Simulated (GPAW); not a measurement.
**STM contrast on 2H-TaSTe monolayer**

Wanted: filled- and empty-state images of 2H-TaSTe monolayer, with its work function.

Main program and level: GPAW 26.7.0; GPAW, PAW setups; layer in a repeated cell with vacuum, relaxation of atoms and in-plane cell, in the first sound run; inputs show where later runs differ.

Most raw output is cut from this account.

## 1. Set-up

The cell holds 3 atoms: 1 Te, 1 Ta and 1 S. Cell: a = 3.657 Å, b = 3.657 Å, c = 21.548 Å, α = 90.0°, β = 90.0°, γ = 120.0°. Vacuum lies along c.

## 2. Relaxing the atoms

Forces are removed first; all later runs use this geometry.

Contents of run.py:

```python
import json
import numpy as np
from ase import Atoms
from ase.filters import FrechetCellFilter
from ase.optimize import BFGS
from gpaw import GPAW, PW

slab = Atoms(
    ['Te', 'Ta', 'S'],
    positions=[
        [-0.00000, 2.11152, 9.00000],
        [0.00000, 0.00000, 11.03135],
        [-0.00000, 2.11152, 12.54841]],
    cell=[[3.65726, 0.0, 0.0], [-1.82863, 3.16728, 0.0], [0.0, 0.0, 21.5484]],
    pbc=[True, True, True])

slab.calc = GPAW(mode=PW(600), xc='PBE', kpts={'size': (9, 9, 1), 'gamma': True},
                 occupations={'name': 'fermi-dirac', 'width': 0.05}, nbands='160%',
                 convergence={'density': 1e-05}, maxiter=200,
                 symmetry={'tolerance': 1e-3}, txt='slab.txt')
result = {}
# The in-plane cell is free; stress needs a cell that repeats along all three vectors
path = []
opt = BFGS(FrechetCellFilter(slab, mask=[1, 1, 0, 0, 0, 1]), maxstep=0.2)
opt.attach(lambda: path.append((slab.get_potential_energy(), slab.positions.tolist(), slab.get_forces().tolist())))
result['relaxed'] = bool(opt.run(fmax=0.02, steps=45))
result['path'] = path
result['cell'] = slab.cell.tolist()
print('in-plane lattice', slab.cell.cellpar().round(4)[[0, 1, 5]])
energy = slab.get_potential_energy()
fermi = slab.calc.get_fermi_level()
v = slab.calc.get_electrostatic_potential().mean((0, 1)) - fermi
n = slab.calc.get_pseudo_density().mean((0, 1))
L = slab.cell[2, 2]
z = np.arange(len(v)) * L / len(v)
low, high = slab.positions[:, 2].min(), slab.positions[:, 2].max()
below, above = np.interp([low - 6.8, high + 6.8], z, v)
slopes = [np.interp(x, z, np.gradient(v, z)) for x in (low - 6.8, high + 6.8)]
eps = np.array([[slab.calc.get_eigenvalues(k, s) for k in range(len(slab.calc.get_ibz_k_points()))]
                for s in range(slab.calc.get_number_of_spins())]) - fermi
top, bottom = eps[eps < 0].max(), eps[eps > 0].min()
dipole = slab.get_dipole_moment()[2]
print(f'energy {energy:.4f} eV, Fermi level {fermi:.4f} eV, dipole {dipole:.5f} e A')
print(f'potential 6.8 A off the faces, from the Fermi level: lower {below:.4f} eV, upper {above:.4f} eV')
print(f'slope of the potential there: lower {slopes[0]:.5f}, upper {slopes[1]:.5f} eV/A')
print(f'nearest levels on the mesh: {top:.4f} and {bottom:.4f} eV')
print('magnetic moment', round(slab.get_magnetic_moment(), 3))
result.update(energy=energy, fermi=fermi, dipole=dipole, below=below, above=above, slopes=slopes, edges=[top, bottom],
              z=z.tolist(), v=v.tolist(), n=n.tolist(), positions=slab.positions.tolist(),
              forces=slab.get_forces(apply_constraint=False).tolist(), moments=slab.get_magnetic_moments().tolist())
json.dump(result, open('result.json', 'w'))
```

On the command line:

```console
$ OMP_NUM_THREADS=1 OPENBLAS_NUM_THREADS=1 python run.py
```

It took 5.5 min on 1 thread of Arm Neoverse V1, shared host; peak memory 0.36 GiB.

This step gave:

```yaml
dipole_along_the_normal: -0.04831 e·Å
levels_nearest_the_fermi_level_on_the_mesh: -0.01693, 0.1056 eV from the Fermi level
```

The electrostatic potential energy of an electron (without an applied field's), less the Fermi level, planar mean by z:

```csv
z (Å),"electrostatic potential energy of an electron (without an applied field's), less the Fermi level, planar mean (eV)"
0.0,5.13
0.5,5.11
1.0,5.09
1.5,5.07
2.0,5.06
2.5,5.04
3.0,5.02
3.5,5.00
4.0,4.98
4.5,4.96
5.0,4.94
5.5,4.92
6.0,4.90
6.5,4.84
7.0,4.69
7.5,4.09
8.0,1.74
8.5,-6.55
9.0,-20.0
9.5,-12.3
10.0,-3.55
10.5,-8.88
11.0,-18.2
11.5,-11.2
12.0,-8.14
12.5,-14.9
13.0,-1.81
13.5,3.86
14.0,5.10
14.5,5.33
15.0,5.36
15.5,5.36
16.0,5.34
16.5,5.32
17.0,5.30
17.5,5.28
18.0,5.26
18.5,5.25
19.0,5.23
19.5,5.21
20.0,5.19
20.5,5.17
21.0,5.15
```

Table of pseudo valence density, planar mean by z:

```csv
z (Å),"pseudo valence density, planar mean (e/Å³)"
5,2.7e-5
6,4.8e-4
7,0.00840
8,0.125
9,0.127
10,0.328
11,1.07
12,0.462
13,0.281
14,0.0183
15,7.2e-4
16,3.1e-5
```

The relaxation lowered the energy of the cell by 0.339 eV (energies extrapolated to zero smearing; the optimiser's log prints free energies). The largest force left on a free atom is 0.0091 eV/Å.

## 3. Plane waves, PBE

With the geometry fixed, the planar mean of the potential gives the vacuum level on each side.

This step: GPAW, PAW setups; slab in vacuum (GPAW 26.7.0).

The cell differs from the one that the last finished run ended in (c 21.548 → 21.365 Å).

Contents of run.py:

```python
import json
import numpy as np
from ase import Atoms
from ase.dft.stm import STM
from gpaw import GPAW, PW

slab = Atoms(
    ['Te', 'Ta', 'S'],
    positions=[
        [0.00000, 2.03407, 9.00000],
        [-0.00000, 0.00000, 10.94632],
        [0.00000, 2.03407, 12.36513]],
    cell=[[3.52312, 0.0, 0.0], [-1.76156, 3.05111, 0.0], [0.0, 0.0, 21.3651]],
    pbc=[True, True, False])

slab.calc = GPAW(mode=PW(400), xc='PBE', kpts={'size': (9, 9, 1), 'gamma': True},
                 occupations={'name': 'fermi-dirac', 'width': 0.05}, nbands='160%',
                 convergence={'density': 1e-05}, maxiter=200,
                 poissonsolver={'dipolelayer': 'xy'},
                 symmetry={'tolerance': 1e-3}, txt='slab.txt')
result = {}
energy = slab.get_potential_energy()
fermi = slab.calc.get_fermi_level()
v = slab.calc.get_electrostatic_potential().mean((0, 1)) - fermi
n = slab.calc.get_pseudo_density().mean((0, 1))
L = slab.cell[2, 2]
z = np.arange(len(v)) * L / len(v)
low, high = slab.positions[:, 2].min(), slab.positions[:, 2].max()
below, above = np.interp([low - 6.8, high + 6.8], z, v)
slopes = [np.interp(x, z, np.gradient(v, z)) for x in (low - 6.8, high + 6.8)]
eps = np.array([[slab.calc.get_eigenvalues(k, s) for k in range(len(slab.calc.get_ibz_k_points()))]
                for s in range(slab.calc.get_number_of_spins())]) - fermi
top, bottom = eps[eps < 0].max(), eps[eps > 0].min()
dipole = slab.get_dipole_moment()[2]
print(f'energy {energy:.4f} eV, Fermi level {fermi:.4f} eV, dipole {dipole:.5f} e A')
print(f'potential 6.8 A off the faces, from the Fermi level: lower {below:.4f} eV, upper {above:.4f} eV')
print(f'slope of the potential there: lower {slopes[0]:.5f}, upper {slopes[1]:.5f} eV/A')
print(f'nearest levels on the mesh: {top:.4f} and {bottom:.4f} eV')
print('magnetic moment', round(slab.get_magnetic_moment(), 3))
result.update(energy=energy, fermi=fermi, dipole=dipole, below=below, above=above, slopes=slopes, edges=[top, bottom],
              z=z.tolist(), v=v.tolist(), n=n.tolist(), positions=slab.positions.tolist(),
              forces=slab.get_forces(apply_constraint=False).tolist(), moments=slab.get_magnetic_moments().tolist())

# Images need the states of the whole zone, up to time reversal
slab.calc = slab.calc.fixed_density(symmetry={'point_group': False}, txt='states.txt', nbands='280%',
                                    convergence={'bands': 'CBM+2.3'})
stm = STM(slab)
result['stm'] = []
for bias in [-1.5, 2.0]:
    height = high + 3.5
    current = stm.get_averaged_current(bias, height)
    x, y, h = stm.scan(bias, current)
    i, f = divmod(height / L * stm.ldos.shape[2], 1)
    I = abs((1 - f) * stm.ldos[:, :, int(i)] + f * stm.ldos[:, :, int(i) + 1])
    print(f'bias {bias} V: mean current at 3.5 A {current:.4e}, corrugation {np.ptp(h):.4f} A')
    result['stm'].append(dict(bias=bias, current=current, h=(h - high).tolist(), I=I.tolist()))
json.dump(result, open('result.json', 'w'))
```

It took 2 min on 1 thread; peak memory 0.37 GiB.

This step gave:

```
dipole along the normal                    : -0.03590 e·Å
levels nearest the Fermi level on the mesh : -0.01693, 0.1049 eV from the Fermi level
upper work function                        : 5.437 eV
lower work function                        : 4.838 eV
corrugation -1.5                           : 0.6088 Å
corrugation 2                              : 0.2215 Å
```

Electrostatic potential energy of an electron (without an applied field's), less the Fermi level, planar mean against z:

| z (Å) | electrostatic potential energy of an electron (without an applied field's), less the Fermi level, planar mean (eV) |
| --- | --- |
| 0.0 | 5.14 |
| 0.5 | 4.84 |
| 1.0 | 4.84 |
| 1.5 | 4.84 |
| 2.0 | 4.84 |
| 2.5 | 4.84 |
| 3.0 | 4.84 |
| 3.5 | 4.84 |
| 4.0 | 4.84 |
| 4.5 | 4.84 |
| 5.0 | 4.84 |
| 5.5 | 4.84 |
| 6.0 | 4.82 |
| 6.5 | 4.78 |
| 7.0 | 4.60 |
| 7.5 | 3.85 |
| 8.0 | 0.871 |
| 8.5 | -9.09 |
| 9.0 | -20.6 |
| 9.5 | -9.82 |
| 10.0 | -3.59 |
| 10.5 | -11.0 |
| 11.0 | -18.2 |
| 11.5 | -9.51 |
| 12.0 | -9.55 |
| 12.5 | -13.2 |
| 13.0 | -0.175 |
| 13.5 | 4.26 |
| 14.0 | 5.20 |
| 14.5 | 5.39 |
| 15.0 | 5.43 |
| 15.5 | 5.44 |
| 16.0 | 5.44 |
| 16.5 | 5.44 |
| 17.0 | 5.44 |
| 17.5 | 5.44 |
| 18.0 | 5.44 |
| 18.5 | 5.44 |
| 19.0 | 5.44 |
| 19.5 | 5.44 |
| 20.0 | 5.44 |
| 20.5 | 5.44 |
| 21.0 | 5.41 |

Pseudo valence density, planar mean against z:

```csv
z (Å),"pseudo valence density, planar mean (e/Å³)"
5.0,3.8e-5
5.5,1.6e-4
6.0,6.3e-4
6.5,0.00267
7.0,0.0109
7.5,0.0437
8.0,0.154
8.5,0.292
9.0,0.114
9.5,0.346
10.0,0.327
10.5,0.586
11.0,1.05
11.5,0.567
12.0,0.452
12.5,0.349
13.0,0.241
13.5,0.0672
14.0,0.0142
14.5,0.00274
15.0,5.5e-4
15.5,1.2e-4
16.0,2.4e-5
```

Tip height over the top atom over a1 and a2. Sample bias -1.5 V, constant current at the mean current 3.5 Å over the top atom.

Values in Å, 12 rows by 16 columns, each cell a mean:
```
3.15 3.23 3.33 3.42 3.50 3.56 3.60 3.61 3.61 3.59 3.55 3.47 3.39 3.30 3.20 3.14
3.26 3.35 3.43 3.52 3.58 3.62 3.64 3.64 3.64 3.61 3.55 3.48 3.39 3.30 3.22 3.20
3.40 3.47 3.55 3.61 3.65 3.67 3.68 3.68 3.65 3.61 3.55 3.47 3.40 3.34 3.30 3.33
3.48 3.56 3.61 3.65 3.68 3.69 3.69 3.68 3.64 3.60 3.54 3.47 3.41 3.37 3.37 3.41
3.55 3.60 3.63 3.66 3.68 3.69 3.67 3.65 3.61 3.57 3.51 3.46 3.42 3.42 3.44 3.49
3.57 3.60 3.63 3.65 3.66 3.66 3.64 3.61 3.57 3.53 3.48 3.45 3.43 3.44 3.47 3.52
3.56 3.59 3.60 3.61 3.61 3.60 3.58 3.55 3.51 3.48 3.45 3.44 3.44 3.46 3.48 3.52
3.51 3.53 3.53 3.53 3.53 3.52 3.51 3.49 3.46 3.45 3.44 3.44 3.44 3.45 3.47 3.49
3.41 3.41 3.41 3.41 3.41 3.42 3.42 3.43 3.44 3.44 3.44 3.44 3.44 3.43 3.42 3.41
3.31 3.30 3.30 3.32 3.34 3.37 3.40 3.43 3.45 3.46 3.45 3.44 3.42 3.40 3.37 3.34
3.17 3.16 3.19 3.25 3.33 3.39 3.44 3.48 3.50 3.50 3.49 3.45 3.41 3.35 3.27 3.21
3.10 3.13 3.21 3.30 3.38 3.45 3.51 3.54 3.55 3.55 3.52 3.46 3.40 3.32 3.22 3.14
```
Columns: a1 from 0 to 0.944; rows upwards: a2 from 0 to 0.944.

Local density of states summed over the bias window over a1 and a2. Sample bias -1.5 V, constant height 3.5 Å over the top atom.

Ten even steps from '_' (1.16 × 1e-6 arbitrary) to '@' (6.54 × 1e-6 arbitrary):
```
____..::--==++********++==--::..____
__..::--==++**######**++==--::..____
..::--==++##%%%%%%%%##++==--::..____
::--==++##%%@@@@@@%%##++==--::......
--==++##%%@@@@@@@@%%##++==--::::::::
==++**%%@@@@@@@@@@%%**++==--::::::--
++**##%%@@@@@@@@%%##**++==--::::--==
++**##%%@@@@@@%%##**++==----------==
++**##%%%%%%%%##**++====--------====
++****######****++====----------====
++++++++++++++++====------------====
================------------------==
------------------------------------
::::::::::::::::--------------::::::
..........::::::------------::::::..
________..::::----======----::::..__
________..::--============--::..____
______..::--==++++++++++==--::..____
```
Columns: a1 from 0 to 0.944; rows upwards: a2 from 0 to 0.944.

Tip height over the top atom over a1 and a2. Sample bias 2 V, constant current at the mean current 3.5 Å over the top atom.

Values in Å, 12 rows by 16 columns, each cell a mean:
```
3.41 3.42 3.45 3.48 3.51 3.53 3.55 3.56 3.55 3.54 3.53 3.50 3.47 3.44 3.42 3.41
3.43 3.45 3.49 3.52 3.55 3.57 3.58 3.58 3.58 3.56 3.54 3.51 3.47 3.44 3.42 3.42
3.46 3.50 3.54 3.57 3.59 3.60 3.61 3.60 3.59 3.57 3.54 3.50 3.46 3.44 3.44 3.44
3.49 3.53 3.56 3.59 3.60 3.61 3.61 3.60 3.58 3.56 3.52 3.49 3.46 3.45 3.45 3.46
3.52 3.55 3.58 3.59 3.61 3.61 3.60 3.58 3.56 3.53 3.49 3.47 3.46 3.46 3.46 3.48
3.53 3.55 3.57 3.59 3.59 3.59 3.58 3.56 3.53 3.50 3.47 3.46 3.45 3.45 3.47 3.49
3.52 3.54 3.56 3.56 3.56 3.55 3.53 3.51 3.49 3.46 3.44 3.44 3.44 3.45 3.47 3.49
3.50 3.52 3.53 3.53 3.52 3.51 3.49 3.48 3.46 3.44 3.43 3.43 3.44 3.45 3.47 3.48
3.47 3.47 3.48 3.47 3.47 3.47 3.46 3.46 3.45 3.44 3.43 3.44 3.45 3.45 3.46 3.46
3.44 3.44 3.44 3.44 3.44 3.45 3.46 3.46 3.45 3.45 3.45 3.45 3.45 3.45 3.45 3.44
3.41 3.41 3.42 3.43 3.44 3.46 3.47 3.48 3.48 3.48 3.48 3.47 3.46 3.45 3.43 3.42
3.40 3.41 3.42 3.44 3.46 3.48 3.50 3.51 3.52 3.51 3.50 3.48 3.46 3.44 3.42 3.41
```
Columns: a1 from 0 to 0.944; rows upwards: a2 from 0 to 0.944.

Local density of states summed over the bias window over a1 and a2. Sample bias 2 V, constant height 3.5 Å over the top atom.

Ten even steps from '0' (1.09 × 1e-5 arbitrary) to '9' (1.76 × 1e-5 arbitrary):
```
001134455554431100
012345667665432100
113467788776431100
134678898876431111
245789999875422112
346789998764322122
456899998654322223
457889887543222223
456788765432211223
456777654321111123
445665443211111123
344444332211111223
233332222111111222
112112222111112222
111111122211222111
000011222222222110
000012233333322100
000112344444321100
```
Columns: a1 from 0 to 0.944; rows upwards: a2 from 0 to 0.944.

The potential is flat to 5.8e-5 eV/Å where it is read, so the vacuum is wide enough.

## 4. A changed run

One more run, with changed settings.

Edit run.py of step 3 so:

```diff
@@ -3,3 +3,2 @@
 from ase import Atoms
-from ase.dft.stm import STM
 from gpaw import GPAW, PW
@@ -17,3 +16,3 @@
                  occupations={'name': 'fermi-dirac', 'width': 0.05}, nbands='160%',
-                 convergence={'density': 1e-05}, maxiter=200,
+                 convergence={'density': 1e-05}, maxiter=3,
                  poissonsolver={'dipolelayer': 'xy'},
@@ -42,16 +41,2 @@
               forces=slab.get_forces(apply_constraint=False).tolist(), moments=slab.get_magnetic_moments().tolist())
-
-# Images need the states of the whole zone, up to time reversal
-slab.calc = slab.calc.fixed_density(symmetry={'point_group': False}, txt='states.txt', nbands='280%',
-                                    convergence={'bands': 'CBM+2.3'})
-stm = STM(slab)
-result['stm'] = []
-for bias in [-1.5, 2.0]:
-    height = high + 3.5
-    current = stm.get_averaged_current(bias, height)
-    x, y, h = stm.scan(bias, current)
-    i, f = divmod(height / L * stm.ldos.shape[2], 1)
-    I = abs((1 - f) * stm.ldos[:, :, int(i)] + f * stm.ldos[:, :, int(i) + 1])
-    print(f'bias {bias} V: mean current at 3.5 A {current:.4e}, corrugation {np.ptp(h):.4f} A')
-    result['stm'].append(dict(bias=bias, current=current, h=(h - high).tolist(), I=I.tolist()))
 json.dump(result, open('result.json', 'w'))
```

Run time: 7.6 s. Hardware: 1 thread; peak memory 0.2 GiB.

The fault put into the input: too few SCF iterations (maxiter = 3).

## 5. Summary of results

```json
{
 "work function, upper and lower face": "5.437 and 4.838 eV",
 "dipole along the normal": "-0.0359 e Å",
 "corrugation at -1.5 V": "0.609 Å",
 "corrugation at 2 V": "0.221 Å"
}
```

In words: The corrugation at constant current is largest at -1.5 V, where the tip height varies by 0.61 Å over the cell. Negative sample bias images filled states, positive bias empty ones. The two faces differ by 0.60 eV, the step that the slab's dipole makes (e p/(ε0 A) gives 0.60 eV), so the dipole layer is needed. The images are of Tersoff-Hamann type: an s-wave tip, no tip-sample forces, heights closer than in a microscope. The starting lattice was a guess from atomic radii; the relaxation moved it by -4 %. The relaxation of atoms and cell ran in a fully periodic cell without the dipole layer, so the atoms of this polar layer felt a small spurious field. The cell holds an odd number of electrons, so without spin polarisation it must come out metallic and without a moment, whatever its true state. The layer's cell and atoms come from the relaxation; spin-orbit coupling and temperature are left out.

[Logs are printed without paths, hosts, clocks, repeated set-up lines and the standing remarks that a program may print on its own settings, such as how far it seeks lower states.]

[Hosts, paths, dates, database ids (printed as entryN), source tags and the programs' standing remarks are cut or masked in the printed files.]
